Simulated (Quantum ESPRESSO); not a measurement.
**YCrO4: parallel and opposed starts**

Does YCrO4 prefer parallel or opposed moments?

Main program and level: Quantum ESPRESSO 7.5; PBEsol; plane waves with GBRV 1.5 PBEsol potentials, no spin-orbit coupling.

### 1. Starting point

Symmetry: I4_1/amd, No. 141, tetragonal system. Conventional cell: a = 7.112 Å, b = 7.112 Å, c = 6.251 Å, α = 90.00°, β = 90.00°, γ = 90.00°. Nearest to Y lie 8 O at 2.32 to 2.45 Å. Nearest to Cr lie 4 O at 1.67 Å. O has 1 Cr at 1.67 Å and 2 Y at 2.32 to 2.45 Å nearest. Farther neighbours and most contacts between anions are not listed.

Coordinates:

```cif
data_structure
_symmetry_space_group_name_H-M 'P 1'
_symmetry_Int_Tables_number 1
_cell_length_a 5.9211
_cell_length_b 5.9211
_cell_length_c 5.9211
_cell_angle_alpha 106.179
_cell_angle_beta 106.179
_cell_angle_gamma 116.278
_cell_volume 158.09
loop_
_atom_site_label
_atom_site_type_symbol
_atom_site_fract_x
_atom_site_fract_y
_atom_site_fract_z
_atom_site_occupancy
Y1 Y 0.00000 0.00000 0.00000 1
Y2 Y 0.75000 0.25000 0.50000 1
Cr3 Cr 0.50000 0.50000 0.00000 1
Cr4 Cr 0.25000 0.75000 0.50000 1
O5 O 0.51400 0.33200 0.18200 1
O6 O 0.08200 0.40000 0.31800 1
O7 O 0.15000 0.33200 0.81800 1
O8 O 0.08200 0.76400 0.68200 1
O9 O 0.23600 0.91800 0.31800 1
O10 O 0.66800 0.48600 0.81800 1
O11 O 0.60000 0.91800 0.68200 1
O12 O 0.66800 0.85000 0.18200 1
```

The cell comes from the Crystallography Open Database.

### 2. Run 1 (ferro ++)

The signs are those of the starting moments on the seeded atoms, the atoms that are given a moment.

File pw.in:

```
&CONTROL
  calculation = 'scf'
  prefix = 'pwscf'
  outdir = './tmp'
  pseudo_dir = './pseudo'
  disk_io = 'nowf'
/
&SYSTEM
  ibrav = 0
  nat = 12
  ntyp = 3
  ecutwfc = 40
  ecutrho = 280
  nbnd = 67
  occupations = 'smearing'
  smearing = 'fd'
  degauss = 0.00367493
  nspin = 2
  starting_magnetization(1) = 0
  starting_magnetization(2) = 0.2143
  starting_magnetization(3) = 0
/
&ELECTRONS
  conv_thr = 2.4d-08
  electron_maxstep = 150
  mixing_beta = 0.3
/
ATOMIC_SPECIES
Y      88.9058 y_pbesol_v1.4.uspp.F.UPF
Cr     51.9961 cr_pbesol_v1.5.uspp.F.UPF
O      15.9990 o_pbesol_v1.2.uspp.F.UPF
CELL_PARAMETERS angstrom
  -3.5560000000    3.5560000000    3.1255000000
   3.5560000000   -3.5560000000    3.1255000000
   3.5560000000    3.5560000000   -3.1255000000
ATOMIC_POSITIONS crystal
Y       0.0000000000    0.0000000000    0.0000000000
Y       0.7500000000    0.2500000000    0.5000000000
Cr      0.5000000000    0.5000000000    0.0000000000
Cr      0.2500000000    0.7500000000    0.5000000000
O       0.5140000000    0.3320000000    0.1820000000
O       0.0820000000    0.4000000000    0.3180000000
O       0.1500000000    0.3320000000    0.8180000000
O       0.0820000000    0.7640000000    0.6820000000
O       0.2360000000    0.9180000000    0.3180000000
O       0.6680000000    0.4860000000    0.8180000000
O       0.6000000000    0.9180000000    0.6820000000
O       0.6680000000    0.8500000000    0.1820000000
K_POINTS automatic
4 4 4 0 0 0
```

Started as:

```
> OMP_NUM_THREADS=1 mpirun -n 4 pw.x -nk 4 -in pw.in > pw.out
```

What it wrote:

```text
Program PWSCF v.7.5 starts

     Message from routine setup:
     using ibrav=0 with symmetry is DISCOURAGED, use correct ibrav instead

     K-points division:     npool     =       4
     Subspace diagonalization in iterative solution of the eigenvalue problem:

     G-vector sticks info
     --------------------
     sticks:   dense  smooth     PW     G-vecs:    dense   smooth      PW
     Sum        2497    1433    457                84471    36447    6633

     Using Slab Decomposition

     bravais-lattice index     =            0
     lattice parameter (alat)  =      11.1892  a.u.
     unit-cell volume          =    1066.8408 (a.u.)^3
     number of atoms/cell      =           12
     number of atomic types    =            3
     number of electrons       =        98.00
     number of Kohn-Sham states=           67
     kinetic-energy cutoff     =      40.0000  Ry
     charge density cutoff     =     280.0000  Ry
     scf convergence threshold =      2.4E-08
     mixing beta               =       0.3000
     number of iterations used =            8  plain     mixing
     Exchange-correlation= SLA  PW   PSX  PSC
                           (   1   4  10   8   0   0   0)

     celldm(1)=  11.189193  celldm(2)=   0.000000  celldm(3)=   0.000000
     celldm(4)=   0.000000  celldm(5)=   0.000000  celldm(6)=   0.000000

     crystal axes: (cart. coord. in units of alat)
               a(1) = (  -0.600568   0.600568   0.527861 )
               a(2) = (   0.600568  -0.600568   0.527861 )
               a(3) = (   0.600568   0.600568  -0.527861 )

     reciprocal axes: (cart. coord. in units 2 pi/alat)
               b(1) = ( -0.000000  0.832546  0.947219 )
               b(2) = (  0.832546 -0.000000  0.947219 )
               b(3) = (  0.832546  0.832546  0.000000 )

     PseudoPot. # 1 for Y  read from file:
     y_pbesol_v1.4.uspp.F.UPF
     Pseudo is Ultrasoft + core correction, Zval = 11.0
     Generated by new atomic code, or converted to UPF format
     Using radial grid of  885 points,  6 beta functions with:
                l(1) =   0
                l(2) =   0
                l(3) =   1
                l(4) =   1
                l(5) =   2
                l(6) =   2
     Q(r) pseudized with  8 coefficients,  rinner =    1.200   1.200   1.200
                                                       1.200   1.200

     PseudoPot. # 2 for Cr read from file:
     cr_pbesol_v1.5.uspp.F.UPF
     Pseudo is Ultrasoft + core correction, Zval = 14.0
     Generated by new atomic code, or converted to UPF format
     Using radial grid of  857 points,  6 beta functions with:
                l(1) =   0
                l(2) =   0
                l(3) =   1
                l(4) =   1
                l(5) =   2
                l(6) =   2
     Q(r) pseudized with  8 coefficients,  rinner =    0.950   0.950   0.950
                                                       0.950   0.950

     PseudoPot. # 3 for O  read from file:
     o_pbesol_v1.2.uspp.F.UPF
     Pseudo is Ultrasoft + core correction, Zval =  6.0
     Generated by new atomic code, or converted to UPF format
     Using radial grid of  737 points,  5 beta functions with:
                l(1) =   0
                l(2) =   0
                l(3) =   1
                l(4) =   1
                l(5) =   2
     Q(r) pseudized with  8 coefficients,  rinner =    0.900   0.900   0.900
                                                       0.900   0.900

     atomic species   valence    mass     pseudopotential
     Y                11.00    88.90580     Y ( 1.00)
     Cr               14.00    51.99610     Cr( 1.00)
     O                 6.00    15.99900     O ( 1.00)

     Starting magnetic structure
     atomic species   magnetization
     Y               0.000
     Cr              0.214
     O               0.000

     16 Sym. Ops., with inversion, found ( 8 have fractional translation)

   Cartesian axes

     site n.     atom                  positions (alat units)
         1        Y      tau(   1) = (   0.0000000   0.0000000   0.0000000  )
         2        Y      tau(   2) = (   0.0000000   0.6005675   0.2639305  )
         3        Cr     tau(   3) = (   0.0000000   0.0000000   0.5278610  )
         4        Cr     tau(   4) = (   0.6005675   0.0000000   0.2639305  )
         5        O      tau(   5) = (  -0.0000000   0.2186066   0.3504997  )
         6        O      tau(   6) = (   0.3819610   0.0000000   0.0865692  )
         7        O      tau(   7) = (   0.6005675   0.3819610  -0.1773613  )
         8        O      tau(   8) = (   0.8191741  -0.0000000   0.0865692  )
         9        O      tau(   9) = (   0.6005675  -0.2186066   0.4412918  )
        10        O      tau(  10) = (   0.3819610   0.6005675   0.1773613  )
        11        O      tau(  11) = (   0.6005675   0.2186066   0.4412918  )
        12        O      tau(  12) = (   0.2186066  -0.0000000   0.7052223  )

     number of k points=    13  Fermi-Dirac smearing, width (Ry)=  0.0037
                       cart. coord. in units 2pi/alat
        k(    1) = (   0.0000000   0.0000000   0.0000000), wk =   0.0156250
        k(    2) = (   0.2081365   0.2081365   0.0000000), wk =   0.0625000
        k(    3) = (  -0.4162729  -0.4162729   0.0000000), wk =   0.0312500
        k(    4) = (   0.2081365  -0.0000000   0.2368048), wk =   0.1250000
        k(    5) = (   0.4162729   0.2081365   0.2368048), wk =   0.2500000
        [... 8 further k-points ...]

     Dense  grid:    84471 G-vectors     FFT dimensions: (  60,  60,  60)

     Smooth grid:    36447 G-vectors     FFT dimensions: (  48,  48,  48)

     Check: negative core charge=   -0.000004
     Generating pointlists ...
     new r_m :   0.1616 (alat units)  1.8077 (a.u.) for type    1
     new r_m :   0.1161 (alat units)  1.2993 (a.u.) for type    2
     new r_m :   0.1161 (alat units)  1.2993 (a.u.) for type    3

     Initial potential from superposition of free atoms

     starting charge      95.9917, renormalised to      98.0000

     negative rho (up, down):  1.753E-03 1.122E-03
     Starting wfcs are   78 randomized atomic wfcs

     Self-consistent Calculation

     iteration #  1     ecut=    40.00 Ry     beta= 0.30
     Davidson diagonalization with overlap
     ethr =  1.00E-02,  avg # of iterations =  2.4

     negative rho (up, down):  1.713E-03 1.797E-03

     total energy              =    -794.26495876 Ry
     estimated scf accuracy    <       3.48184434 Ry

     total magnetization       =     2.00 Bohr mag/cell
     absolute magnetization    =     2.72 Bohr mag/cell

     iteration #  2     ecut=    40.00 Ry     beta= 0.30
     Davidson diagonalization with overlap
     ethr =  3.55E-03,  avg # of iterations =  2.0

     negative rho (up, down):  1.374E-03 1.790E-03

     total energy              =    -794.53006586 Ry
     estimated scf accuracy    <       3.56091202 Ry

     total magnetization       =     2.00 Bohr mag/cell
     absolute magnetization    =     3.08 Bohr mag/cell

     iteration #  3     ecut=    40.00 Ry     beta= 0.30
     Davidson diagonalization with overlap
     ethr =  3.55E-03,  avg # of iterations =  1.3

     negative rho (up, down):  1.194E-03 2.188E-03

     total energy              =    -795.03720785 Ry
     estimated scf accuracy    <       0.36945527 Ry

     total magnetization       =     2.00 Bohr mag/cell
     absolute magnetization    =     2.76 Bohr mag/cell

     [... further iterations left out ...]

     iteration # 10     ecut=    40.00 Ry     beta= 0.30
     Davidson diagonalization with overlap
     ethr =  1.02E-08,  avg # of iterations =  3.5

     negative rho (up, down):  9.870E-04 2.573E-03

     total energy              =    -795.09201889 Ry
     estimated scf accuracy    <       0.00001294 Ry

     total magnetization       =     1.98 Bohr mag/cell
     absolute magnetization    =     2.17 Bohr mag/cell

     iteration # 11     ecut=    40.00 Ry     beta= 0.30
     Davidson diagonalization with overlap
     ethr =  1.02E-08,  avg # of iterations =  1.5

     negative rho (up, down):  9.876E-04 2.573E-03

     total energy              =    -795.09202144 Ry
     estimated scf accuracy    <       0.00000040 Ry

     total magnetization       =     1.98 Bohr mag/cell
     absolute magnetization    =     2.17 Bohr mag/cell

     iteration # 12     ecut=    40.00 Ry     beta= 0.30
     Davidson diagonalization with overlap
     ethr =  4.09E-10,  avg # of iterations =  3.1

     negative rho (up, down):  9.868E-04 2.574E-03

     total energy              =    -795.09202169 Ry
     estimated scf accuracy    <       0.00000051 Ry

     total magnetization       =     1.98 Bohr mag/cell
     absolute magnetization    =     2.16 Bohr mag/cell

     iteration # 13     ecut=    40.00 Ry     beta= 0.30
     Davidson diagonalization with overlap
     ethr =  4.09E-10,  avg # of iterations =  1.5

     negative rho (up, down):  9.863E-04 2.574E-03

     Magnetic moment per site  (integrated on atomic sphere of radius R)
     atom   1 (R=0.162)  charge=  7.3673  magn=  0.0146
     atom   2 (R=0.162)  charge=  7.3673  magn=  0.0146
     atom   3 (R=0.116)  charge=  9.8321  magn=  0.6963
     atom   4 (R=0.116)  charge=  9.8321  magn=  0.6963
     atom   5 (R=0.116)  charge=  4.6015  magn=  0.0049
     atom   6 (R=0.116)  charge=  4.6015  magn=  0.0049
     atom   7 (R=0.116)  charge=  4.6015  magn=  0.0049
     atom   8 (R=0.116)  charge=  4.6015  magn=  0.0049
     atom   9 (R=0.116)  charge=  4.6015  magn=  0.0049
     atom  10 (R=0.116)  charge=  4.6015  magn=  0.0049
     atom  11 (R=0.116)  charge=  4.6015  magn=  0.0049
     atom  12 (R=0.116)  charge=  4.6015  magn=  0.0049

     End of self-consistent calculation

     [... lines left out ...]
     the Fermi energy is     9.0698 ev

!    total energy              =    -795.09202186 Ry
     estimated scf accuracy    <       0.00000002 Ry
     smearing contrib. (-TS)   =      -0.00470454 Ry
     internal energy E=F+TS    =    -795.08731731 Ry

     The total energy is F=E-TS. E is the sum of the following terms:
     one-electron contribution =    -394.68036524 Ry
     hartree contribution      =     240.21325167 Ry
     xc contribution           =    -156.36234575 Ry
     ewald contribution        =    -484.25785800 Ry

     total magnetization       =     1.98 Bohr mag/cell
     absolute magnetization    =     2.16 Bohr mag/cell

     convergence has been achieved in  13 iterations

=------------------------------------------------------------------------------=
   JOB DONE.
=------------------------------------------------------------------------------=
```

Elapsed: 64 s, on 4 MPI ranks of Arm Neoverse V2, shared host; peak memory 0.97 GiB; 4.3 min of CPU time.

Spin moment in the atom's sphere by atom:

| atom | spin moment in the atom's sphere (μB) |
| --- | --- |
| Y1 | 0.015 |
| Y2 | 0.015 |
| Cr3 | 0.696 |
| Cr4 | 0.696 |
| O5 | 0.005 |
| O6 | 0.005 |
| O7 | 0.005 |
| O8 | 0.005 |
| O9 | 0.005 |
| O10 | 0.005 |
| O11 | 0.005 |
| O12 | 0.005 |

Read from the output:

```
smearing term TS       : 0.06401 eV
magnetization          : 1.977 μB
absolute magnetization : 2.165 μB
final state            : ferromagnetic
```

Spin density in the ac plane of the conventional cell at fractional y = 0.000, with atoms of Y and Cr and O within 0.2 Å of it.

Values in e/Å³, 9 rows by 16 columns, each cell a mean:
```
0.0 0.0 0.0 0.0 0.0 0.0 0.0 0.0 0.0 0.0 0.0 0.0 0.0 0.0 0.0 0.0
0.0 0.0 0.0 0.0 0.0 0.0 0.0 0.0 0.0 0.0 0.0 0.0 0.0 0.0 0.0 0.0
0.0 0.0 0.0 0.0 0.0 0.0 0.0 0.0 0.0 0.0 0.0 0.0 0.0 0.0 0.0 0.0
0.6 0.0 0.0 0.0 0.0 0.0 0.0 0.0 0.0 0.0 0.0 0.0 0.0 0.0 0.0 0.3
1.1 0.1 0.0 0.0 0.0 0.0 0.0 0.0 0.0 0.0 0.0 0.0 0.0 0.0 0.1 0.6
0.3 0.0 0.0 0.0 0.0 0.0 0.0 0.2 0.3 0.0 0.0 0.0 0.0 0.0 0.0 0.2
0.0 0.0 0.0 0.0 0.0 0.0 0.1 0.6 1.1 0.1 0.0 0.0 0.0 0.0 0.0 0.0
0.0 0.0 0.0 0.0 0.0 0.0 0.0 0.3 0.6 0.0 0.0 0.0 0.0 0.0 0.0 0.0
0.0 0.0 0.0 0.0 0.0 0.0 0.0 0.0 0.0 0.0 0.0 0.0 0.0 0.0 0.0 0.0
```
Columns run along a (7.1 Å), rows up along c (6.3 Å), edges of the conventional cell, whose origin can differ from the input's. Atoms in or near the plane, at fractional coordinates: Y at (0.00, 0.00), Y at (0.50, 0.75), Cr at (0.00, 0.50), Cr at (0.50, 0.25), O at (0.32, 0.08), O at (0.68, 0.08), O at (0.82, 0.67), O at (0.18, 0.67).

Valence density in the ac plane of the conventional cell at fractional y = 0.000, with atoms of Y and Cr and O within 0.2 Å of it. It is the smooth field of the valence electrons, not physical close to the nuclei.

Ten steps, logarithmic in the rise over the least value, from '_' (0 e/Å³) to '@' (13 e/Å³), each cell a mean:
```
++**++::::--==--::::..::--====::..--****
**++--........::--====--::::......::==**
----::::::....::++******--......::::::--
..::--====--::--****++**++::::==++==--..
::--**####++----****==**++--==**####==::
--==##%%%%**--::++******--::==##%%%%++--
##++**####++::..::====--....--**####++**
@@%%++====::..__........____::--====**@@
@@@@==::....____........______..::--##@@
@@##--..________..::::::..________..++%%
==--..________..::++++==..__________::==
::..__________::++@@@@##--..________..::
....______..::--##@@@@@@++::::..______..
::..__..::==++++**@@@@##++++==--..__..::
++==::::==**%%##++++**++**####++::..--==
****==::==##%%%%++--::==##%%%%**----++**
==**++::==**##**==::..--++####++--==**++
```
Columns run along a (7.1 Å), rows up along c (6.3 Å), edges of the conventional cell, whose origin can differ from the input's. Atoms in or near the plane, at fractional coordinates: Y at (0.00, 0.00), Y at (0.50, 0.75), Cr at (0.00, 0.50), Cr at (0.50, 0.25), O at (0.32, 0.08), O at (0.68, 0.08), O at (0.82, 0.67), O at (0.18, 0.67).

(Continued in part 2 of 2.)

[Logs and program files are shortened in this print: banners, set-up blocks, solver, clock and traceback lines can be left out without a mark of their own.]

[Logs are printed without paths, hosts, clocks, repeated set-up lines and the standing remarks that a program may print on its own settings, such as how far it seeks lower states.]

[Hosts, paths, dates, database ids (printed as entryN), source tags and the programs' standing remarks are cut or masked in the printed files.]

[Where a cell is said to come from a database of computed structures, the database is the Materials Project.]
